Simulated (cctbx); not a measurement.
# What is wrong with this refinement?

Cell a = 4.3710 Å, b = 4.4560 Å, c = 18.7590 Å, α = 90.00°, β = 90.00°, γ = 90.00°; space group Pmm2 (no. 25). The compound is Bi8Pd3Pt4.

The data are simulated with cctbx, not measured: Mo Kα, λ = 0.71073 Å, to d = 0.65 Å, 70 % of the full sphere, strongest reflection 5000 counts, noise from counting, a 2 % proportional error and a noise floor of 15 counts (s.d.); no absorption.

An anisotropic refinement with weights 1/σ² prints:

```text
Rint 0.046, 244 unique reflections to 1.31 A
cycle     R1     wR2    GooF  max shift (A)
   1  0.0329  0.0553   1.091   0.02270
  12  0.0256  0.0483   0.953   0.00036
final R1 0.0256 wR2 0.0483 GooF 0.953  parameters 60  data/parameter 4.1
atom        x        y        z      Ueq    occ   su(xyz)  su(Uiso or U11)
Bi1    0.00000  0.00000  0.75341   0.0058  1.000  0.00121  0.0150  NPD
Bi2    0.00000  0.00000  0.24442   0.0097  1.000  0.00115  0.0194
Bi3    0.50000  0.50000  0.75219   0.0056  1.000  0.00105  0.0183
Bi4    0.50000  0.50000  0.24851   0.0091  1.000  0.00120  0.0201  NPD
Bi5    0.50000  0.00000  0.42134   0.0186  1.000  0.00114  0.0177  NPD
Bi6    0.50000  0.00000  0.92354   0.0027  1.000  0.00107  0.0137
Bi7    0.00000  0.50000  0.58410   0.0088  1.000  0.00119  0.0129
Bi8    0.00000  0.50000  0.07622   0.0066  1.000  0.00123  0.0135  NPD
Pt1    0.50000  0.00000  0.61674  -0.0011  1.000  0.00134  0.0133  NPD
Pt2    0.50000  0.00000  0.11130   0.0085  1.000  0.00114  0.0140  NPD
Pt3    0.00000  0.50000  0.37633   0.0083  1.000  0.00153  0.0163
Pt4    0.00000  0.50000  0.88807   0.0135  1.000  0.00135  0.0174  NPD
Pd1    0.00000  0.00000  0.50282   0.0192  1.000  0.00163  0.0220  NPD
Pd2    0.00000  0.00000 -0.00099   0.0117  1.000  0.00188  0.0202  NPD
Pd3    0.50000  0.50000  0.50434   0.0193  1.000  0.00254  0.0233
difference map: max 2.78 min -2.93 rms 0.78
Q1    0.5000  0.0000  0.1987    1    2.94  1.64 A from Pt2
Q2    0.5000  0.5000  0.8880    1    2.68  2.19 A from Pt4
Q3    0.2248  0.5000  0.2344    2    2.63  1.23 A from Bi4
Q4    0.3014  0.1632  0.6802    4    2.58  1.64 A from Pt1
Q5    0.5000  0.5000  0.9869    1    2.43  2.53 A from Bi6
Q6    0.5000  0.3306  0.1759    2    2.33  1.56 A from Bi4
```

**Question.** Can this result stand? If not, what is the likely fault?

Mend it. The fault: data cut at low resolution. Against the right model at the same level, R1 goes from 0.0443 to 0.0256 and GooF from 0.91 to 0.95 and Bi1, Bi4, Bi5, Bi8, Pt1, Pt2, Pt4, Pd1 and Pd2 go non-positive-definite. The atoms are right, but there are too few data for the parameters: R1 flatters and the s.u.s grow. Data per parameter fall from 27.5 to 4.1.

The compound is Bi8Pd3Pt4. The right model at the same level gives:

```text
Rint 0.098, 1651 unique reflections to 0.65 A
cycle     R1     wR2    GooF  max shift (A)
   1  0.0457  0.0820   0.920   0.00750
   8  0.0443  0.0807   0.905   0.00110
final R1 0.0443 wR2 0.0807 GooF 0.905  parameters 60  data/parameter 27.5
atom        x        y        z      Ueq    occ   su(xyz)  su(Uiso or U11)
Bi1    0.00000  0.00000  0.75362   0.0100  1.000  0.00034  0.0024
Bi2    0.00000  0.00000  0.24436   0.0041  1.000  0.00032  0.0020
Bi3    0.50000  0.50000  0.75316   0.0122  1.000  0.00032  0.0031
Bi4    0.50000  0.50000  0.24729   0.0041  1.000  0.00027  0.0025
Bi5    0.50000  0.00000  0.42151   0.0095  1.000  0.00029  0.0024
Bi6    0.50000  0.00000  0.92251   0.0084  1.000  0.00028  0.0024
Bi7    0.00000  0.50000  0.58279   0.0076  1.000  0.00028  0.0023
Bi8    0.00000  0.50000  0.07644   0.0087  1.000  0.00029  0.0028
Pt1    0.50000  0.00000  0.61857   0.0088  1.000  0.00033  0.0029
Pt2    0.50000  0.00000  0.11096   0.0070  1.000  0.00032  0.0026
Pt3    0.00000  0.50000  0.37825   0.0096  1.000  0.00036  0.0020
Pt4    0.00000  0.50000  0.88815   0.0092  1.000  0.00032  0.0026
Pd1    0.00000  0.00000  0.50015   0.0081  1.000  0.00050  0.0042
Pd2    0.00000  0.00000  0.00069   0.0119  1.000  0.00042  0.0038
Pd3    0.50000  0.50000  0.50202   0.0130  1.000  0.00060  0.0044
Flack x: 0.01(7)
Hooft y: 0.046(57)  Bijvoet pairs: 778
difference map: max 13.34 min -12.35 rms 2.30
Q1    0.5000  0.0000  0.4864    1   14.20  1.22 A from Bi5
Q2    0.0000  0.5000  0.5248    1   13.47  1.09 A from Bi7
Q3    0.0000  0.5000  0.7968    1   12.37  1.71 A from Pt4
Q4    0.5000  0.0000  0.3594    1   11.58  1.17 A from Bi5
Q5    0.5000  0.5000  0.2905    1   10.22  0.81 A from Bi4
Q6    0.0000  0.5000  0.2536    1   10.01  2.19 A from Bi4
```

Isotropic U is held between 0.0001 and 1 Å² by the program, and listed peak heights are interpolated, so they can pass the grid's maximum.

The model is made up (kin elements in a known structure type, no relaxation), so it says nothing on whether the phase exists.

[Middle refinement cycles are left out of these outputs.]

[Logs are printed without paths, hosts, clocks, repeated set-up lines and the standing remarks that a program may print on its own settings, such as how far it seeks lower states.]
